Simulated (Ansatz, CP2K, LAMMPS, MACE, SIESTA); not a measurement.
# CP2K runs on amorphous Ga2O3 (220 atoms)

How do the settings of CP2K change the result for amorphous Ga2O3 (220 atoms)? A plane-wave run serves as the yardstick.

Method: the method is named at each step, in CP2K 2026.2.

### Step 1. The structure

The cell holds 220 atoms: 88 Ga and 132 O. Its edges and angles: a = 12.981 Å, b = 12.981 Å, c = 12.981 Å, α = 90.0°, β = 90.0°, γ = 90.0°. 220 atoms (88 Fe, 132 O) placed at random at 4.44 g/cm³, melted at 5000 K for 10 ps at fixed volume with the Morse and Coulomb pair potential with partial charges (Pedone, Malavasi, Menziani, Cormack and Segre, J. Phys. Chem. B 110, 11780 (2006)). Quenched from 5000 K to 300 K at 100 K/ps and fixed volume, held 10 ps at zero pressure, then minimised at fixed cell. Then Fe was replaced by Ga and the cell scaled by 1.003 (the potential has no terms for the new elements, so the cell is a start for a DFT relaxation).

The yardstick, on the same geometry:

```
method                                           : Kohn-Sham DFT, PBE, PAW, plane waves (Ansatz 0.2.0); cutoff 420 eV, Γ point, fermi-dirac smearing of 0.05 eV; PAW set soft_2
r.m.s. force component                           : 0.3745 eV/Å
longest force                                    : 1.403 eV/Å
gap (highest filled to lowest empty level) : 0.9727 eV
SCF cycles                                       : 10
time                                             : 1.9 min on 8 threads of Arm Neoverse N1, shared host
CPU time                                         : 15 min
```

### Step 2. PBE, DZVP-MOLOPT-SR, 600/40 Ry, OT DIIS

Method: Kohn-Sham DFT, PBE, GTH-PBE pseudopotentials, Gaussian and plane waves, DZVP-MOLOPT-SR-GTH, orbital transformation.

Contents of input.inp:

```
&GLOBAL
  PROJECT cell
  RUN_TYPE ENERGY_FORCE
  PRINT_LEVEL LOW
&END GLOBAL
&FORCE_EVAL
  METHOD QS
  &DFT
    BASIS_SET_FILE_NAME BASIS_MOLOPT
    POTENTIAL_FILE_NAME GTH_POTENTIALS
    &MGRID
      CUTOFF 600
      REL_CUTOFF 40
      NGRIDS 5
    &END MGRID
    &QS
      EPS_DEFAULT 1.0E-10
    &END QS
    &SCF
      SCF_GUESS ATOMIC
      EPS_SCF 1.0E-06
      MAX_SCF 30
      &OT
        MINIMIZER DIIS
        PRECONDITIONER FULL_ALL
        ENERGY_GAP 0.001
      &END OT
      &OUTER_SCF
        EPS_SCF 1.0E-06
        MAX_SCF 8
      &END OUTER_SCF
      &PRINT
        &RESTART OFF
        &END RESTART
      &END PRINT
    &END SCF
    &XC
      &XC_FUNCTIONAL PBE
      &END XC_FUNCTIONAL
    &END XC
    &PRINT
      &MULLIKEN ON
      &END MULLIKEN
      &HIRSHFELD ON
        SHAPE_FUNCTION DENSITY
      &END HIRSHFELD
      &MO_CUBES
        NHOMO 1
        NLUMO 4
        WRITE_CUBE F
      &END MO_CUBES
    &END PRINT
  &END DFT
  &SUBSYS
    &CELL
      A 12.98095 0.00000 0.00000
      B 0.00000 12.98095 0.00000
      C 0.00000 0.00000 12.98095
    &END CELL
    &TOPOLOGY
      COORD_FILE_NAME structure.xyz
      COORD_FILE_FORMAT XYZ
    &END TOPOLOGY
    &KIND Ga
      BASIS_SET DZVP-MOLOPT-SR-GTH-q13
      POTENTIAL GTH-PBE-q13
    &END KIND
    &KIND O
      BASIS_SET DZVP-MOLOPT-SR-GTH-q6
      POTENTIAL GTH-PBE-q6
    &END KIND
  &END SUBSYS
  &PRINT
    &FORCES ON
    &END FORCES
  &END PRINT
&END FORCE_EVAL
```

Contents of structure.xyz:

```xyz
220

Ga 12.55141 0.71239 7.29166
Ga 2.96732 9.68846 4.67418
Ga 0.91892 11.26682 6.10611
Ga 1.96908 5.74225 8.76668
Ga 1.72075 4.08420 4.17974
Ga 9.57825 4.99974 3.88805
Ga 12.46236 9.77530 3.76603
Ga 12.08929 1.33626 10.59362
Ga 7.04969 10.52275 9.03604
Ga 8.19137 7.58698 10.69202
Ga 5.61011 0.23353 9.30111
Ga 10.03246 11.49411 2.44418
Ga 11.79839 4.17454 9.15936
Ga 12.16432 0.62607 1.84641
Ga 10.73018 12.13978 8.65661
Ga 7.38915 1.39260 12.68511
Ga 8.77694 12.87048 6.63132
Ga 9.83424 10.28987 5.27156
Ga 1.46983 3.02859 8.88546
Ga 2.84036 6.44063 4.45636
Ga 9.38237 9.59383 8.09180
Ga 1.43465 8.51576 8.50771
Ga 8.59118 9.66562 0.50561
Ga 5.63399 5.83403 9.11120
Ga 6.50852 4.53217 2.86009
Ga 3.85768 7.70588 7.02918
Ga 0.06439 11.20710 10.23795
Ga 4.51257 1.29848 12.14666
Ga 4.14534 3.31767 9.88590
Ga 1.06431 8.04248 0.94930
Ga 9.47350 2.87969 11.55928
Ga 6.96649 11.82487 3.91674
Ga 7.04165 3.31339 7.08578
Ga 6.47788 4.82074 12.28543
Ga 12.05476 10.14695 0.51301
Ga 3.58092 11.07626 7.78649
Ga 5.41760 11.36300 11.68662
Ga 9.22868 1.89405 2.04061
Ga 2.48416 1.62119 2.03269
Ga 10.33712 9.79789 10.81196
Ga 6.01174 0.54442 6.44309
Ga 11.43609 0.02376 4.64653
Ga 5.77769 8.48669 12.02672
Ga 0.19134 8.39893 11.03978
Ga 3.95815 6.76606 1.61587
Ga 1.36079 1.35534 4.74584
Ga 4.58176 9.45169 1.97882
Ga 4.43676 2.90332 4.51659
Ga 10.46953 12.60995 12.63605
Ga 12.03996 9.81879 7.40005
Ga 1.11221 12.77715 12.77066
Ga 9.84839 2.07293 8.18228
Ga 9.88538 4.70910 6.76398
Ga 8.56418 12.63072 10.43383
Ga 4.73234 8.82808 9.54606
Ga 3.69243 5.77626 11.60224
[... 160 atom lines left out ...]
O 7.13186 11.94715 7.33800
O 7.33995 4.95885 1.07404
O 7.43731 6.26539 9.36861
O 10.10619 10.81897 0.49380
```

Command:

```console
> OMP_NUM_THREADS=1 mpirun -np 4 cp2k.psmp -i input.inp > output.txt
```

Numbers of over 12 decimals in the logs are rounded to 6 here.

The log of the run:

```text
CP2K| version string:                                       CP2K version 2026.2
 CP2K| Input file name                                                 input.inp
 GLOBAL| Basis set file name                                        BASIS_MOLOPT
 GLOBAL| Potential file name                                      GTH_POTENTIALS
 GLOBAL| Run type                                                   ENERGY_FORCE
 GLOBAL| Total number of message passing processes                             4
 GLOBAL| Number of threads for this process                                    1
 TOTAL NUMBERS AND MAXIMUM NUMBERS
  Total number of            - Atomic kinds:                                   2
                             - Atoms:                                        220
                             - Shell sets:                                   220
                             - Shells:                                      1276
                             - Primitive Cartesian functions:               1188
                             - Cartesian basis functions:                   4488
                             - Spherical basis functions:                   3916
  Maximum angular momentum of- Orbital basis functions:                        3
                             - Local part of the GTH pseudopotential:          2
                             - Non-local part of the GTH pseudopotential:      4
 SCF PARAMETERS         Density guess:                                    ATOMIC
                        max_scf:                                              30
                        eps_scf:                                        1.00E-06
                        Outer loop SCF in use
                        eps_scf                                         1.00E-06
                        max_scf                                                8
 Extrapolation method: initial_guess
 Number of electrons:                                                       1936
[... lines left out ...]
  Step     Update method      Time    Convergence         Total energy    Change
[... lines left out ...]
  Total energy:                                             -8679.519376
[... lines left out ...]
  Step     Update method      Time    Convergence         Total energy    Change
[... lines left out ...]
  Exchange-correlation energy:                              -1372.997547
  Total energy:                                             -8683.303972
  outer SCF iter =    2 RMS gradient =   0.22E-05 energy =      -8683.3039724656
  ----------------------------------- OT ---------------------------------------
  Minimizer      : DIIS                : direct inversion
                                         in the iterative subspace
                                         using   7 DIIS vectors
                                         safer DIIS on
  Preconditioner : FULL_ALL            : diagonalization, state selective
  Precond_solver : DEFAULT
  stepsize       :    0.15000000                  energy_gap     :    0.00100000
  eps_taylor     :   0.10000E-15                  max_taylor     :             4
  ----------------------------------- OT ---------------------------------------
  Step     Update method      Time    Convergence         Total energy    Change
[...]
3 OT DIIS     0.15E+00   23.3     0.00000199     -8683.3039916462 -2.46E-06
     4 OT DIIS     0.15E+00   23.4     0.00000013     -8683.3039920941 -4.48E-07
  *** SCF run converged in     4 steps ***
  Electronic density on regular grids:      -1935.9999999523        0.0000000477
  Core density on regular grids:             1935.9999998942       -0.0000001058
  Total charge density on r-space grids:       -0.0000000581
  Total charge density g-space grids:          -0.0000000581
  Overlap energy of the core charge distribution:               3.4004e-07
  Self energy of the core charge distribution:             -14043.324117
  Core Hamiltonian energy:                                   4165.361259
  Hartree energy:                                            2567.656423
  Exchange-correlation energy:                              -1372.997557
  Total energy:                                             -8683.303992
  outer SCF iter =    3 RMS gradient =   0.13E-06 energy =      -8683.3039920941
  outer SCF loop converged in   3 iterations or   64 steps
 !-----------------------------------------------------------------------------!
                     Mulliken Population Analysis
 #  Atom  Element  Kind  Atomic population                           Net charge
       1     Ga       1         12.138533                              0.861467
       2     Ga       1         12.142514                              0.857486
       3     Ga       1         12.186174                              0.813826
[...]
219     O        2          6.543406                             -0.543406
     220     O        2          6.556538                             -0.556538
 # Total charge                           1936.000000                 -0.000000
 !-----------------------------------------------------------------------------!
 !-----------------------------------------------------------------------------!
                           Hirshfeld Charges
  #Atom  Element  Kind  Ref Charge     Population                    Net charge
      1       Ga     1      13.000         12.527                         0.473
      2       Ga     1      13.000         12.518                         0.482
      3       Ga     1      13.000         12.512                         0.488
[...]
219       O      2       6.000          6.288                        -0.288
    220       O      2       6.000          6.300                        -0.300
  Total Charge                                                           -0.000
 !-----------------------------------------------------------------------------!
  Eigenvalues of the occupied subspace spin            1
      -0.50704537     -0.49874161     -0.49642120     -0.49341219
      -0.49300618     -0.49137394     -0.48922101     -0.48580157
      -0.48433644     -0.48206642     -0.48147096     -0.48053624
[...]
0.22022600      0.22121857      0.22467067      0.23317180
 Fermi Energy [eV] :    6.344927
  Using OT eigensolver for additional unoccupied orbitals spin            1
  Lowest Eigenvalues of the unoccupied subspace spin            1
 OT| Eigensolver reached convergence in 227 iterations
       0.26595055      0.33161429      0.34026845      0.34520460
 HOMO - LUMO gap [eV] :    0.891955
 ENERGY| Total FORCE_EVAL ( QS ) energy [hartree]          -8683.303992
 FORCES| Atomic forces [hartree/bohr]
 FORCES|   Atom     x               y               z               |f|
 FORCES|      1 -1.12787080E-02 -1.58908049E-02  1.15269416E-03   1.95206465E-02
 FORCES|      2  1.99552539E-03 -3.06579353E-03 -3.07024589E-03   4.77573255E-03
 FORCES|      3 -4.43133562E-03 -4.92607385E-03 -9.22872870E-03   1.13610023E-02
[...]
FORCES|    219  8.06705615E-03  1.30962814E-02 -9.92252626E-03   1.83042757E-02
 FORCES|    220  1.16299973E-02  2.90189537E-03  3.20029242E-03   1.24064381E-02
 FORCES| Sum    -2.90093703E-02 -4.20074237E-03 -1.03566645E-02
 FORCES| Total atomic force                                       3.10877838E-02
```

The job ended after 29 min (4 MPI ranks of Arm Neoverse N1, shared host; peak memory 8.4 GiB).

Banners, paths, timers and routine set-up lines are dropped from the logs unmarked, and long logs keep their key lines alone; longer cuts are marked.

Against the reference:

* r.m.s. force component: 0.3858 eV/Å
* r.m.s. difference of force components: 85.3 meV/Å
* longest difference of force vectors: 285.8 meV/Å
* force difference over r.m.s. force: 22.78 %
* slope of forces against the reference's: 1.005
* correlation of force components: 0.9753
* gap (highest filled to lowest empty level): 0.892 eV
* gap difference: -0.0807 eV

Length of the force difference by element (eV/Å):

```
element  atoms  mean  most
     Ga     88  0.17  0.29
      O    132  0.12  0.21
```

The surroundings of Ga67, whose charge lies farthest from its element's mean, nearest first, numbered as they follow in the input and with coordinates relative to it.

```
atom      x      y      z  distance (Å)  bonds  Hirshfeld charge (e)     Fx     Fy  Fz (eV/Å)
Ga67   0.00   0.00   0.00          0.00      6                  0.40   0.38  -0.31      -0.77
O160  -0.64  -0.33   1.76          1.90      5                 -0.31  -0.33  -0.39       0.27
O197  -1.29  -1.29  -0.57          1.91      3                 -0.36  -0.29  -0.05      -0.48
O140  -0.31   1.91   0.06          1.94      4                 -0.31   0.67   0.00       0.19
O127   0.84   0.15  -1.77          1.96      3                 -0.33  -0.31  -0.14      -0.04
O100   1.31  -1.65   0.15          2.12      5                 -0.29   0.51  -0.25       0.74
O159   1.81   0.64   1.05          2.19      4                 -0.31  -0.36   0.41       0.27
Ga77   0.27   1.55   2.24          2.73      6                  0.53   0.05  -0.09       0.12
Ga25  -0.67  -1.23  -2.40          2.78      6                  0.44   0.08   0.06       1.29
 Ga6   2.39  -0.76  -1.37          2.86      5                  0.43  -0.10  -0.39       0.05
Ga75  -1.92   2.01  -0.89          2.92      6                  0.40   0.04   0.16      -0.33
O165  -1.53   0.64  -2.45          2.96      4                 -0.32   0.54  -0.10      -1.30
O176  -2.83   0.81   0.36          2.97      4                 -0.30  -0.48  -0.74       0.07
Ga33  -0.14  -2.45   1.83          3.06      7                  0.46  -0.02   0.10      -0.01
```

Forces lie 23 % from the reference's, at 7.7 times its CPU time (on 4 against 8 cores); the SCF took 64 steps, which the time reflects.

The forces add up to 1.6 eV/Å instead of zero, usually a sign of too coarse a grid.

### Step 3. PBE, SZV-MOLOPT-SR, 600/40 Ry, OT DIIS

Method: Kohn-Sham DFT, PBE, GTH-PBE pseudopotentials, Gaussian and plane waves, SZV-MOLOPT-SR-GTH, orbital transformation.

input.inp: that of step 2 with these lines changed.

```diff
@@ -64,3 +64,3 @@
     &KIND Ga
-      BASIS_SET DZVP-MOLOPT-SR-GTH-q13
+      BASIS_SET SZV-MOLOPT-SR-GTH-q13
       POTENTIAL GTH-PBE-q13
@@ -68,3 +68,3 @@
     &KIND O
-      BASIS_SET DZVP-MOLOPT-SR-GTH-q6
+      BASIS_SET SZV-MOLOPT-SR-GTH-q6
       POTENTIAL GTH-PBE-q6
```

structure.xyz is that of step 2.

The log of the run:

```text
CP2K| version string:                                       CP2K version 2026.2
 CP2K| Input file name                                                 input.inp
 GLOBAL| Basis set file name                                        BASIS_MOLOPT
 GLOBAL| Potential file name                                      GTH_POTENTIALS
 GLOBAL| Run type                                                   ENERGY_FORCE
 GLOBAL| Total number of message passing processes                             4
 GLOBAL| Number of threads for this process                                    1
 TOTAL NUMBERS AND MAXIMUM NUMBERS
  Total number of            - Atomic kinds:                                   2
                             - Atoms:                                        220
[... lines left out ...]
 Number of electrons:                                                       1936
[... lines left out ...]
  Step     Update method      Time    Convergence         Total energy    Change
[... lines left out ...]
  Total energy:                                             -8674.877675
[... lines left out ...]
  Step     Update method      Time    Convergence         Total energy    Change
[... lines left out ...]
  *** SCF run converged in    29 steps ***
[... lines left out ...]
  Total energy:                                             -8676.445318
[... lines left out ...]
  outer SCF loop converged in   2 iterations or   59 steps
[... lines left out ...]
      1       Ga     1      13.000         12.504                         0.496
      2       Ga     1      13.000         12.503                         0.497
      3       Ga     1      13.000         12.492                         0.508
[...]
219       O      2       6.000          6.297                        -0.297
    220       O      2       6.000          6.310                        -0.310
  Total Charge                                                           -0.000
 !-----------------------------------------------------------------------------!
  Eigenvalues of the occupied subspace spin            1
      -0.48202392     -0.47377170     -0.47152931     -0.46789950
      -0.46749469     -0.46534434     -0.46363513     -0.46061444
      -0.45835633     -0.45643657     -0.45609382     -0.45485514
[...]
0.26986344      0.27150761      0.27678017      0.28627198
 Fermi Energy [eV] :    7.789857
  Using OT eigensolver for additional unoccupied orbitals spin            1
  Lowest Eigenvalues of the unoccupied subspace spin            1
 OT| Eigensolver reached convergence in 71 iterations
       0.29728176      0.37212674      0.37936800      0.38439671
 HOMO - LUMO gap [eV] :    0.299591
 ENERGY| Total FORCE_EVAL ( QS ) energy [hartree]          -8676.445319
 FORCES| Atomic forces [hartree/bohr]
 FORCES|   Atom     x               y               z               |f|
 FORCES|      1 -8.53324010E-03 -8.99064235E-03 -1.97388655E-03   1.25516558E-02
 FORCES|      2  2.47846865E-03 -2.04285067E-03 -5.25158348E-03   6.15590568E-03
 FORCES|      3  2.99148671E-03 -2.76141049E-03 -1.08317873E-02   1.15716030E-02
[...]
FORCES|    219  1.34873580E-02  1.47871238E-02 -1.05678260E-02   2.26328699E-02
 FORCES|    220  1.63344006E-02  4.03553006E-03  3.48674305E-03   1.71830010E-02
 FORCES| Sum    -2.90442977E-02 -4.48997106E-03 -9.36025744E-03
 FORCES| Total atomic force                                       3.08438890E-02
```

Wall time 9.4 min (4 MPI ranks); peak memory 4.5 GiB.

Against the reference:

| Quantity | Value |
| --- | --- |
| r.m.s. force component | 0.4712 eV/Å |
| r.m.s. difference of force components | 239.2 meV/Å |
| longest difference of force vectors | 910.8 meV/Å |
| force difference over r.m.s. force | 63.88 % |
| slope of forces against the reference's | 1.088 |
| correlation of force components | 0.8644 |
| gap (highest filled to lowest empty level) | 0.2996 eV |
| gap difference | -0.6731 eV |

This is a coarse setting, run to see what it loses.

Against the first run (23 %), the force difference from the reference is 64 %, at 0.33 times the CPU time, with 1320 basis functions against 3916: the smaller basis costs accuracy.

The forces add up to 1.6 eV/Å instead of zero, usually a sign of too coarse a grid.

### Step 4. Side by side

Differences are against the plane-wave reference, forces as r.m.s. over components; share is that over the reference's r.m.s. force, slope the least-squares factor from reference forces to these. Total energies of different programs have different zeros and aren't compared.

```
                                                 run  Δ force, r.m.s. (meV/Å)  share (%)  slope  Δ gap (eV)  cores  CPU time  memory (GiB)
                                           reference                        -          -      -           -      8    15 min           5.6
        CP2K PBE, DZVP-MOLOPT-SR, 600/40 Ry, OT DIIS                     85.3       22.8  1.005     -0.0807      4     1.9 h           8.4
CP2K PBE, SZV-MOLOPT-SR, 600/40 Ry, OT DIIS (coarse)                      239       63.9  1.088      -0.673      4    37 min           4.5
```

Rows marked coarse were listed beforehand as settings not expected to be converged; some can still land near the reference.

CPU time is summed over cores on a shared host, where runs went side by side, so it is rough. Symmetry, cutoffs, thresholds, outputs and thread counts weren't matched or tuned between programs; memory under MPI is the largest rank's times the ranks.

Further runs of this program without a result: CP2K PBE, SZV-MOLOPT-SR, 600/40 Ry, TC2 filter 1e-06, SCF 1e-06 (cut off at its time limit).

### Step 5. What came out

- nearest in forces: CP2K PBE, DZVP-MOLOPT-SR, 600/40 Ry, OT DIIS, 23 %
- its CPU time: 1.9 h

**Reading.** The PBE run in local orbitals, coarse settings apart, differs by 23 % (CP2K PBE, DZVP-MOLOPT-SR, 600/40 Ry, OT DIIS); basis, grid and potentials can all enter. Runs with settings chosen to be coarse differ by 64 % (CP2K PBE, SZV-MOLOPT-SR, 600/40 Ry, OT DIIS), their programs' other errors included. None of the electronic-structure runs in the table takes under half the reference's CPU time of 15 min; they take 2.5 to 7.7 times as much. At the same functional, gaps differ from the reference's 0.973 eV by between -0.67 and -0.08 eV. The quench rate of 100 K/ps is many orders above laboratory rates, so the cell is likely richer in defects and strain than a real sample. The network of bonds at the start is that of the classical potential that made the cell, and needn't be the one that DFT or experiment would give. The electronic-structure runs sample only Γ, in a cell whose shortest periodic width is 13 Å.

[Also dropped from logs without a mark: logging warnings of Python, and SIESTA's first energy breakdown and zero terms.]

[Logs are printed without paths, hosts, clocks, repeated set-up lines and the standing remarks that a program may print on its own settings, such as how far it seeks lower states.]

[Hosts, paths, dates, database ids (printed as entryN), source tags and the programs' standing remarks are cut or masked in the printed files.]
